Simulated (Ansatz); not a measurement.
**Phonons of Hf (Im-3m, 1 atom in the cell) against volume**

Wanted: mode Grüneisen parameters of Hf (Im-3m, 1 atom in the cell).

Program: Ansatz 0.2.0. Level of theory: DFT LDA, scalar-relativistic, plane waves, norm-conserving pseudopotentials. Results are calculated unless marked as measured.

Most raw output is cut from this account.

This is not the structure that Hf takes at ambient pressure and room temperature (hexagonal, No. 194); it is a model or a phase of other conditions.

**1. Set-up**

It takes space group Im-3m (No. 229, cubic). The conventional cell has a = 3.429 Å, b = 3.429 Å, c = 3.429 Å, α = 90.00°, β = 90.00°, γ = 90.00°. Nearest to Hf lie 8 Hf at 2.97 Å.

**2. The dispersion**

The cell comes from relaxations at this level that are not shown. Stability and thermal properties need the whole zone. Linear response on a 4×4×4 q mesh gives force constants as far as a supercell of that size would.

Contents of input.yaml:

```yaml
crystal:
  lattice:
    - [-1.7144954714, 1.7144954714, 1.7144954714]
    - [1.7144954714, -1.7144954714, 1.7144954714]
    - [1.7144954714, 1.7144954714, -1.7144954714]
  atoms:
    - { symbol: Hf, position: [0.0, 0.0, 0.0] }
kpoints:
  mp_grid: { grid: [16, 16, 16] }
hamiltonian:
  xc: lda
  pseudopotentials: { kind: nc }
scf:
  occupations: { method: methfessel_paxton, width: 0.15 }
output:
  eigenvalues: true
phonons:
  method: dfpt
  qmesh: [4, 4, 4]
  temperatures: { t_max: 1000, t_step: 50 }
  qpath:
    path:
      - [[0.0, 0.0, 0.0], [0.5, -0.5, 0.5], [0.0, 0.0, 0.5], [0.0, 0.0, 0.0], [0.25, 0.25, 0.25], [0.5, -0.5, 0.5]]
      - [[0.25, 0.25, 0.25], [0.0, 0.0, 0.5]]
    npoints: 10
```

Started as:

```sh
ansatz run input.yaml --threads 4 --pin off --max-ram 7168MiB --backend cpu --events-out ev --progress --plain --runs-dir out
```

Elapsed: 4.6 min, on 4 threads of Arm Neoverse N1, shared host; peak memory 4 GiB; 12 min of CPU time.

Numbers from this step:

- volume per atom: 20.16 Å³
- gap on the k-mesh: 0 eV
- sum-rule residual before enforcement: 7.40e-5 eV/Å²
- lowest frequency on the path: -85.27 cm⁻¹
- highest frequency on the path or at a solved wavevector: 140.8 cm⁻¹
- lowest mode on the q mesh (acoustic modes at Γ apart): -85.24 cm⁻¹

Frequencies (cm⁻¹) solved at each irreducible wavevector; negative means imaginary. Frequencies by wavevector, by row:

```
q in reciprocal lattice units  star  mode 1  mode 2  mode 3
                        0 0 0     1       0       0       0
                     0 0 0.25    12   -41.7    54.2    94.2
                     0 0 -0.5     6   -85.2      82    85.5
                  0 0.25 0.25    24   -53.6    58.1   110.4
               0.25 0.25 0.25     2     -28     -28     -28
              0.25 0.25 -0.25     6    71.5    87.3    87.3
               0.25 -0.5 -0.5    12    97.3   116.3   118.2
               -0.5 -0.5 -0.5     1   140.8   140.8   140.8
```

Symmetry leaves 8 wavevectors to solve. The lowest mode among them, the acoustic zeros apart, lies at q = (0, 0, -0.5) and is imaginary, 85.2i cm⁻¹, so the energy falls along it.

**3. Relaxing at another volume, volume ratio 0.97**

The volume is scaled by 0.97 and held; symmetry leaves nothing to relax, so this is a single point. The modes can then be followed against volume.

input.yaml, the sections that differ from step 2:

```yaml
crystal:
  lattice:
    - [-1.6971761512, 1.6971761512, 1.6971761512]
    - [1.6971761512, -1.6971761512, 1.6971761512]
    - [1.6971761512, 1.6971761512, -1.6971761512]
  atoms:
    - { symbol: Hf, position: [0.0, 0.0, 0.0] }
output:
  forces: true
  stress: true
  eigenvalues: true
# kpoints, hamiltonian, scf: as in step 2
# phonons: removed
```

The job ended after 3.3 s (4 threads; peak memory 0.31 GiB).

Numbers from this step:

| Item | Value |
| --- | --- |
| pressure | 3.605 GPa |
| volume per atom | 19.55 Å³ |

The run ends at a pressure of 3.61 GPa.

**4. Phonons at the other volume, volume ratio 0.97**

The phonons are repeated at this volume on the same k and q meshes.

input.yaml, the sections that differ from step 3:

```yaml
output:
  eigenvalues: true
phonons:
  method: dfpt
  qmesh: [4, 4, 4]
  temperatures: { t_max: 1000, t_step: 50 }
  qpath:
    path:
      - [[0.0, 0.0, 0.0], [0.5, -0.5, 0.5], [0.0, 0.0, 0.5], [0.0, 0.0, 0.0], [0.25, 0.25, 0.25], [0.5, -0.5, 0.5]]
      - [[0.25, 0.25, 0.25], [0.0, 0.0, 0.5]]
    npoints: 10
# crystal, kpoints, hamiltonian, scf: as in step 3
```

The job ended after 4.5 min (4 threads; peak memory 4 GiB; 12 min of CPU time).

Numbers from this step:

| Quantity | Value |
| --- | --- |
| sum-rule residual before enforcement | 2.01e-4 eV/Å² |
| lowest frequency on the path | -83.20 cm⁻¹ |
| highest frequency on the path or at a solved wavevector | 145.7 cm⁻¹ |
| lowest mode on the q mesh (acoustic modes at Γ apart) | -83.2 cm⁻¹ |

Frequencies (cm⁻¹) solved at each irreducible wavevector; negative means imaginary. Frequencies by wavevector, by row:

```csv
q in reciprocal lattice units,star,mode 1,mode 2,mode 3
0 0 0,1,0,0,0
0 0 0.25,12,-40.5,54,100.2
0 0 -0.5,6,-83.2,80.9,90.8
0 0.25 0.25,24,-51,63.4,115.3
0.25 0.25 0.25,2,10.2,10.2,10.2
0.25 0.25 -0.25,6,76.1,88.2,88.2
0.25 -0.5 -0.5,12,100.4,119.1,123.7
-0.5 -0.5 -0.5,1,145.7,145.7,145.7
```

The highest frequency on the path or at a solved wavevector is 145.7 cm⁻¹, +4.9 cm⁻¹ against the base run.

**5. Relaxing at another volume, volume ratio 1.03**

The volume is scaled by 1.03 and held; symmetry leaves nothing to relax, so this is a single point. The modes can then be followed against volume.

input.yaml, the sections that differ from step 4:

```yaml
crystal:
  lattice:
    - [-1.7314717781, 1.7314717781, 1.7314717781]
    - [1.7314717781, -1.7314717781, 1.7314717781]
    - [1.7314717781, 1.7314717781, -1.7314717781]
  atoms:
    - { symbol: Hf, position: [0.0, 0.0, 0.0] }
output:
  forces: true
  stress: true
  eigenvalues: true
# kpoints, hamiltonian, scf: as in step 4
# phonons: removed
```

Run time: 3.7 s. Hardware: 4 threads; peak memory 0.31 GiB.

Numbers from this step:

* pressure: -3.194 GPa
* volume per atom: 20.76 Å³

The run ends at a pressure of -3.19 GPa.

**6. Phonons at the other volume, volume ratio 1.03**

input.yaml, the sections that differ from step 5:

```yaml
output:
  eigenvalues: true
phonons:
  method: dfpt
  qmesh: [4, 4, 4]
  temperatures: { t_max: 1000, t_step: 50 }
  qpath:
    path:
      - [[0.0, 0.0, 0.0], [0.5, -0.5, 0.5], [0.0, 0.0, 0.5], [0.0, 0.0, 0.0], [0.25, 0.25, 0.25], [0.5, -0.5, 0.5]]
      - [[0.25, 0.25, 0.25], [0.0, 0.0, 0.5]]
    npoints: 10
# crystal, kpoints, hamiltonian, scf: as in step 5
```

Run time: 4.9 min. Hardware: 4 threads; peak memory 4.1 GiB.

This step gave:

```
sum-rule residual before enforcement                    : 7.71e-5 eV/Å²
lowest frequency on the path                            : -86.62 cm⁻¹
highest frequency on the path or at a solved wavevector : 135.7 cm⁻¹
lowest mode on the q mesh (acoustic modes at Γ apart)   : -86.26 cm⁻¹
```

The highest frequency on the path or at a solved wavevector is 135.7 cm⁻¹, -5.1 cm⁻¹ against the base run.

**7. Grüneisen parameters**

The Grüneisen parameter of a mode is minus the logarithmic change of its frequency with volume, −d ln ω / d ln V; weighted by heat capacity it gives the expansion.

This step gave:

```yaml
bulk_modulus: 113.3 GPa
```

Phonon branches along the path, in cm⁻¹:

| point | branch 1 | branch 2 | branch 3 |
| --- | --- | --- | --- |
| Γ | 0 | 0 | 0 |
| halfway | 72 | 87 | 87 |
| H | 141 | 141 | 141 |
| halfway | 97 | 116 | 118 |
| N | -85 | 82 | 86 |
| halfway | -42 | 54 | 94 |
| Γ | 0 | 0 | 0 |
| halfway | -39 | -39 | 120 |
| P | -28 | -28 | -28 |
| halfway | 75 | 109 | 109 |
| H | 141 | 141 | 141 |
| jump to P | -28 | -28 | -28 |
| halfway | -83 | 65 | 86 |
| N | -85 | 82 | 86 |

The same for volume x 0.97:

| point | branch 1 | branch 2 | branch 3 |
| --- | --- | --- | --- |
| Γ | 0 | 0 | 0 |
| H | 146 | 146 | 146 |
| N | -83 | 81 | 91 |
| Γ | 0 | 0 | 0 |
| P | 10 | 10 | 10 |
| H | 146 | 146 | 146 |
| P | 10 | 10 | 10 |
| N | -83 | 81 | 91 |

The same for volume x 1.03:

```
point  branch 1  branch 2  branch 3
    Γ         0         0         0
    H       136       136       136
    N       -86        82        83
    Γ         0         0         0
    P       -38       -38       -38
    H       136       136       136
    P       -38       -38       -38
    N       -86        82        83
```

**8. Results**

| Item | Value |
| --- | --- |
| bulk modulus | 113 GPa |

In words: No expansion is given, because modes are imaginary at one volume or more. Branches are matched by rank, so values near crossings are rough. With no gap, or one that is small against the smearing, the frequencies hang on the k mesh and the smearing, most of all near Kohn anomalies. Spin-orbit coupling is left out, which can matter for the heavy elements here. A phonon run warned that its eigensolver left some bands unconverged in a pass.

[Logs are printed without paths, hosts, clocks, repeated set-up lines and the standing remarks that a program may print on its own settings, such as how far it seeks lower states.]

[Hosts, paths, dates, database ids (printed as entryN), source tags and the programs' standing remarks are cut or masked in the printed files.]
